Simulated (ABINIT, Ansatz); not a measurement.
**Li2SnF6 (P-31m): G0W0 with ABINIT, start to end**

Aim: the G0W0 gap of Li2SnF6 (P-31m) on PBEsol, step by step.

Program: ABINIT 10.8.3. Level of theory: PBEsol and many-body steps on it, plane waves. Results are calculated unless marked as measured.

**1. Set-up**

It takes space group P-31m (No. 162, trigonal). Conventional cell: a = 4.910 Å, b = 4.910 Å, c = 4.538 Å, α = 90.00°, β = 90.00°, γ = 120.00°. Li has 6 F at 1.99 Å nearest. Nearest to Sn lie 6 F at 1.99 Å. F has 2 Li at 1.99 Å and 1 Sn at 1.99 Å nearest. Farther neighbours and most contacts between anions are not listed.

The cell and positions are those that the Materials Project relaxed with its own functionals (PBE, PBE+U or r2SCAN), kept fixed.

**2. Ground state**

This step: ABINIT 10.8.3; DFT, PBEsol, plane waves, norm-conserving pseudopotentials.

The ground-state density comes first.

Input file run.abi:

```
acell 3*1.0 Angstrom
rprim 
  4.909513934494 -0.000000000024 0.000000000000
  -2.454756967227 4.251763787517 0.000000000000
  0.000000000000 0.000000000000 4.538039080000
ntypat 3
znucl 3 50 9
natom 9
typat 1 1 2 3 3 3 3 3 3
xred 
  0.666666666667 0.333333333333 0.500000000000
  0.333333333333 0.666666666667 0.500000000000
  0.000000000000 0.000000000000 0.000000000000
  0.329091060000 0.329091060000 0.255027190000
  0.670908940000 0.670908940000 0.744972810000
  0.670908940000 0.000000000000 0.255027190000
  0.329091060000 0.000000000000 0.744972810000
  0.000000000000 0.670908940000 0.255027190000
  0.000000000000 0.329091060000 0.744972810000
pp_dirpath "pseudos"
pseudos "Li.upf, Sn.upf, F.upf"
ecut 36
ngkpt 6 6 4
nshiftk 1
shiftk 0 0 0
kptopt 1
chksymbreak 0
nband 39
occopt 1
tolvrs 1e-10
nstep 60
prtwf 0
optforces 0
optstress 0
indata_prefix "in"
outdata_prefix "out"
tmpdata_prefix "tmp"
```

The run is started by

```sh
> OMP_NUM_THREADS=1 mpirun -n 4 abinit run.abi > log
```

Numbers of over 12 decimals in the logs are rounded to 6 here.

The program printed:

```text
.Version 10.8.3 of ABINIT. v10.8.2 released Aug 2026.

 Symmetries : space group P-3 1 m (#162); Bravais hP (primitive hexag.)
================================================================================
 Values of the parameters that define the memory need of the present run
     intxc =       0    ionmov =       0      iscf =       7    lmnmax =       6
     lnmax =       6     mgfft =      54  mpssoang =       3    mqgrid =    3001
     natom =       9  nloc_mem =       1    nspden =       1   nspinor =       1
    nsppol =       1      nsym =      12    n1xccc =    2501    ntypat =       3
    occopt =       1   xclevel =       2
-    mband =          39        mffmem =           1         mkmem =           6
       mpw =        6612          nfft =      139968          nkpt =          24
================================================================================
  Rough estimation (10% accuracy) of disk space for files :
================================================================================

--------------------------------------------------------------------------------
------------- Echo of variables that govern the present computation ------------
--------------------------------------------------------------------------------
 -outvars: echo values of preprocessed input variables --------
            acell      1.8897261259E+00  1.8897261259E+00  1.8897261259E+00 Bohr

      chksymbreak           0
             ecut      3.60000000E+01 Hartree
-          fftalg         312

              ixc     -116133
              kpt      0.00000000E+00  0.00000000E+00  0.00000000E+00
                       1.66666667E-01  0.00000000E+00  0.00000000E+00
                       3.33333333E-01  0.00000000E+00  0.00000000E+00
                       5.00000000E-01  0.00000000E+00  0.00000000E+00
                       1.66666667E-01  1.66666667E-01  0.00000000E+00
                       3.33333333E-01  1.66666667E-01  0.00000000E+00
                       3.33333333E-01  3.33333333E-01  0.00000000E+00
                       0.00000000E+00  0.00000000E+00  2.50000000E-01
                       1.66666667E-01  0.00000000E+00  2.50000000E-01
   [... 13 further rows ...]
                       3.33333333E-01  1.66666667E-01  5.00000000E-01
                       3.33333333E-01  3.33333333E-01  5.00000000E-01
         kptrlatt        6    0    0      0    6    0      0    0    4
          kptrlen      3.43026040E+01
P           mkmem           6
            natom           9
            nband          39
            ngfft          54      54      48
             nkpt          24
            nstep          60
             nsym          12
           ntypat           3
              occ      2.000000  2.000000  2.000000  2.000000  2.000000  2.000000
                       2.000000  2.000000  2.000000  2.000000  2.000000  2.000000
                       2.000000  2.000000  2.000000  2.000000  2.000000  2.000000
                       2.000000  2.000000  2.000000  2.000000  2.000000  2.000000
                       2.000000  2.000000  2.000000  2.000000  2.000000  2.000000
                       2.000000  0.000000  0.000000  0.000000  0.000000  0.000000
[...]
optforces           0
        optstress           0
            prtwf           0
            rprim      4.9095139345E+00 -2.4000000000E-11  0.0000000000E+00
[...]
spgroup         162

           tolvrs      1.00000000E-10

             xred      6.6666666667E-01  3.3333333333E-01  5.0000000000E-01
[...]
znucl        3.00000   50.00000    9.00000

================================================================================

 chkinp: Checking input parameters for consistency.

================================================================================
== DATASET  1 ==================================================================
-   mpi_nproc: 4, omp_nthreads: 1 (-1 if OMP is not activated)

--- !DatasetInfo
iteration_state: {dtset: 1, }
dimensions: {natom: 9, nkpt: 24, mband: 39, nsppol: 1, nspinor: 1, nspden: 1, mpw: 6612, }
cutoff_energies: {ecut:  36.0, pawecutdg:  -1.0, }
electrons: {nelect:   6.20000000E+01, charge:   0.00000000E+00, occopt:   1.00000000E+00, tsmear:   1.00000000E-02, }

 Real(R)+Recip(G) space primitive vectors, cartesian coordinates (Bohr,Bohr^-1):
 R(1)=  9.2776367  0.0000000  0.0000000  G(1)=  0.1077861  0.0622303  0.0000000
 R(2)= -4.6388184  8.0346691  0.0000000  G(2)=  0.0000000  0.1244606  0.0000000
 R(3)=  0.0000000  0.0000000  8.5756510  G(3)=  0.0000000  0.0000000  0.1166092
 Unit cell volume ucvol=  6.3925254E+02 bohr^3
 Angles (23,13,12)=  9.00000000E+01  9.00000000E+01  1.20000000E+02 degrees

 getcut: wavevector=  0.0000  0.0000  0.0000  ngfft=  54  54  48
         ecut(hartree)=     36.000   => boxcut(ratio)=   2.07232

--- Pseudopotential description ------------------------------------------------
- Li Generated using ONCVPSP code by D. R. Hamann
-  3.00000   3.00000  180301                  znucl, zion, pspdat
12 -116133 1 -1 1944                          pspcod,pspxc,lmax,lloc,mmax
     nproj     2     2     0
  pspatm : epsatm=    2.60875052
         --- l  ekb(1:nproj) -->
[...]
pspatm: atomic psp has been read  and splines computed

[...]
pspatm: atomic psp has been read  and splines computed

- F Generated using ONCVPSP code by D. R. Hamann
-  9.00000   7.00000  180301                  znucl, zion, pspdat
12 -116133 2 -1 832                           pspcod,pspxc,lmax,lloc,mmax
     nproj     2     2     1
  pspatm : epsatm=    4.89824381
         --- l  ekb(1:nproj) -->
[...]
2   -2.394754
 pspatm: atomic psp has been read  and splines computed

   4.15727496E+03                                ecore*ucvol(ha*bohr**3)
--------------------------------------------------------------------------------

_setup2: Arith. and geom. avg. npw (full set) are    6596.063    6596.049

================================================================================

--- !BeginCycle
iteration_state: {dtset: 1, }
solver: {iscf: 7, nstep: 60, nline: 4, wfoptalg: 0, }
tolerances: {tolvrs: 1.00E-10, }

     iter   Etot(hartree)      deltaE(h)  residm     vres2
 ETOT  1  -240.16560455169    -2.402E+02 2.713E-01 1.422E+03
 ETOT  2  -240.50469402545    -3.391E-01 1.248E-02 4.092E+02
 ETOT  3  -240.67115614604    -1.665E-01 6.889E-03 4.928E+01
 ETOT  4  -240.68163819559    -1.048E-02 3.343E-03 6.070E-01
 ETOT  5  -240.68175702305    -1.188E-04 2.631E-03 5.025E-02
 ETOT  6  -240.68176714383    -1.012E-05 2.269E-03 1.032E-03
 ETOT  7  -240.68176725569    -1.119E-07 1.533E-03 3.241E-05
 ETOT  8  -240.68176725976    -4.069E-09 9.239E-04 2.209E-06
 ETOT  9  -240.68176725990    -1.398E-10 9.414E-04 1.038E-07
 ETOT 10  -240.68176725990    -5.457E-12 4.028E-04 9.399E-09
 ETOT 11  -240.68176725990     1.279E-12 2.606E-04 2.608E-10
 ETOT 12  -240.68176725991    -6.992E-12 2.065E-04 1.906E-11

 At SCF step   12       vres2   =  1.91E-11 < tolvrs=  1.00E-10 =>converged.

--- !ResultsGS
iteration_state: {dtset: 1, }
comment   : Summary of ground state results
lattice_vectors:
- [  9.2776367,  -0.0000000,   0.0000000, ]
- [ -4.6388184,   8.0346691,   0.0000000, ]
- [  0.0000000,   0.0000000,   8.5756510, ]
lattice_lengths: [   9.27764,    9.27764,    8.57565, ]
lattice_angles: [ 90.000,  90.000, 120.000, ] # degrees, (23, 13, 12)
lattice_volume:   6.3925254E+02
convergence: {deltae: -6.992E-12, res2:  1.906E-11, residm:  2.065E-04, diffor:  0.000E+00, }
etotal    :  -2.40681767E+02
entropy   :   0.00000000E+00
fermie    :  -2.47747711E-02
cartesian_stress_tensor: null
pressure_GPa: null
xred      :
- [  6.6667E-01,   3.3333E-01,   5.0000E-01, Li]
- [  3.3333E-01,   6.6667E-01,   5.0000E-01, Li]
- [  0.0000E+00,   0.0000E+00,   0.0000E+00, Sn]
- [  3.2909E-01,   3.2909E-01,   2.5503E-01,  F]
- [  6.7091E-01,   6.7091E-01,   7.4497E-01,  F]
- [  6.7091E-01,  -2.5894E-35,   2.5503E-01,  F]
- [  3.2909E-01,   2.5894E-35,   7.4497E-01,  F]
- [  0.0000E+00,   6.7091E-01,   2.5503E-01,  F]
- [  0.0000E+00,   3.2909E-01,   7.4497E-01,  F]
cartesian_forces: null
force_length_stats: {min: null, max: null, mean: null, }

 Integrated electronic density in atomic spheres:
 ------------------------------------------------
 Atom  Sphere_radius  Integrated_density
[...]
================================================================================

 ----iterations are completed or convergence reached----

 Mean square residual over all n,k,spin=   12.503E-07; max=  20.647E-05
 reduced coordinates (array xred) for    9 atoms
[...]
0.670908940000      0.670908940000      0.744972810000
       0.670908940000     -0.000000000000      0.255027190000
       0.329091060000      0.000000000000      0.744972810000
       0.000000000000      0.670908940000      0.255027190000
       0.000000000000      0.329091060000      0.744972810000
 rms dE/dt=  0.0000E+00; max dE/dt=  0.0000E+00; dE/dt below (all hartree)
    1       0.000000000000      0.000000000000      0.000000000000
    2       0.000000000000      0.000000000000      0.000000000000
    3       0.000000000000      0.000000000000      0.000000000000
    4       0.000000000000      0.000000000000      0.000000000000
    5       0.000000000000      0.000000000000      0.000000000000
    6       0.000000000000      0.000000000000      0.000000000000
    7       0.000000000000      0.000000000000      0.000000000000
    8       0.000000000000      0.000000000000      0.000000000000
    9       0.000000000000      0.000000000000      0.000000000000

 cartesian coordinates (angstrom) at end:
    1      2.454757     1.417255     2.269020
[...]
5      1.646918     2.852546     3.380716
    6      3.293837    -1.61e-11     1.157323
    7      1.615677    -7.9e-12     3.380716
    8     -1.646918     2.852546     1.157323
    9     -0.807839     1.399217     3.380716
 length scales=  1.889726125908  1.889726125908  1.889726125908 bohr
              =  1.000000000000  1.000000000000  1.000000000000 angstroms
 prteigrs : about to open file out_EIG
 Fermi (or HOMO) energy (hartree) =  -0.02477   Average Vxc (hartree)=  -0.37925
 Eigenvalues (hartree) for nkpt=  24  k points:
 kpt#   1, nband= 39, wtk=  0.00694, kpt=  0.0000  0.0000  0.0000 (reduced coord)
  -1.48988   -1.48870   -0.78598   -0.78598   -0.78433   -0.75356   -0.74972   -0.74972
  -0.69659   -0.69658   -0.69658   -0.65580   -0.65580   -0.22890   -0.12995   -0.12995
  -0.12399   -0.10850   -0.10025   -0.10025   -0.09163   -0.07368   -0.07368   -0.06586
  -0.05973   -0.05973   -0.03496   -0.03496   -0.03137   -0.03137   -0.02639    0.16651
   0.37233    0.41975    0.41975    0.42478    0.51921    0.51921    0.53082
 prteigrs : prtvol=0 or 1, do not print more k-points.

--- !EnergyTerms
iteration_state     : {dtset: 1, }
comment             : Components of total free energy in Hartree
kinetic             :  1.55229238497472E+02
hartree             :  6.59292459492872E+01
xc                  : -5.78685670266272E+01
Ewald energy        : -1.52358163644910E+02
psp_core            :  6.50333746583628E+00
local_psp           : -2.10466394990537E+02
non_local_psp       : -4.76504635104303E+01
total_energy        : -2.40681767259909E+02
total_energy_eV     : -6.54928453127469E+03
band_energy         : -2.49925164685491E+01

== END DATASET(S) ==============================================================
================================================================================

 -outvars: echo values of variables after computation  --------
           etotal     -2.4068176726E+02
            nband          39
             nkpt          24
          spgroup         162
 [... the other variables as echoed above ...]

 Calculation completed.
```

Elapsed: 2.2 min, on 4 MPI ranks of Arm Neoverse N1, shared host; peak memory 0.45 GiB.

This step gave:

| Property | Result |
| --- | --- |
| total energy | -6549.2845 eV |
| gap | 5.205 eV |
| k of the valence top | 0.5, 0, 0 |
| k of the conduction bottom | 0, 0, 0 |
| least direct gap | 5.249 eV |

The gap is indirect, with the least direct gap 0.04 eV higher.

(Part 1 of 3 ends here.)

[Paths, hosts, dates, memory and timing lines, banners, echoed tables and standing remarks are left out of the program output.]

[Logs are printed without paths, hosts, clocks, repeated set-up lines and the standing remarks that a program may print on its own settings, such as how far it seeks lower states.]

[Runs of the session that timed out or met a known fault of the program may be left out.]

[Hosts, paths, dates, database ids (printed as entryN), source tags and the programs' standing remarks are cut or masked in the printed files.]

[G0W0 gaps are taken among the corrected bands and points alone; a level outside them can change the order at an edge.]

[Where Ansatz stands beside ABINIT at settings called matched, ABINIT's density can come from a denser mesh and the files from another edition; pairs whose starting gaps differed by over 0.03 eV were left out, so agreement reads better than it is.]
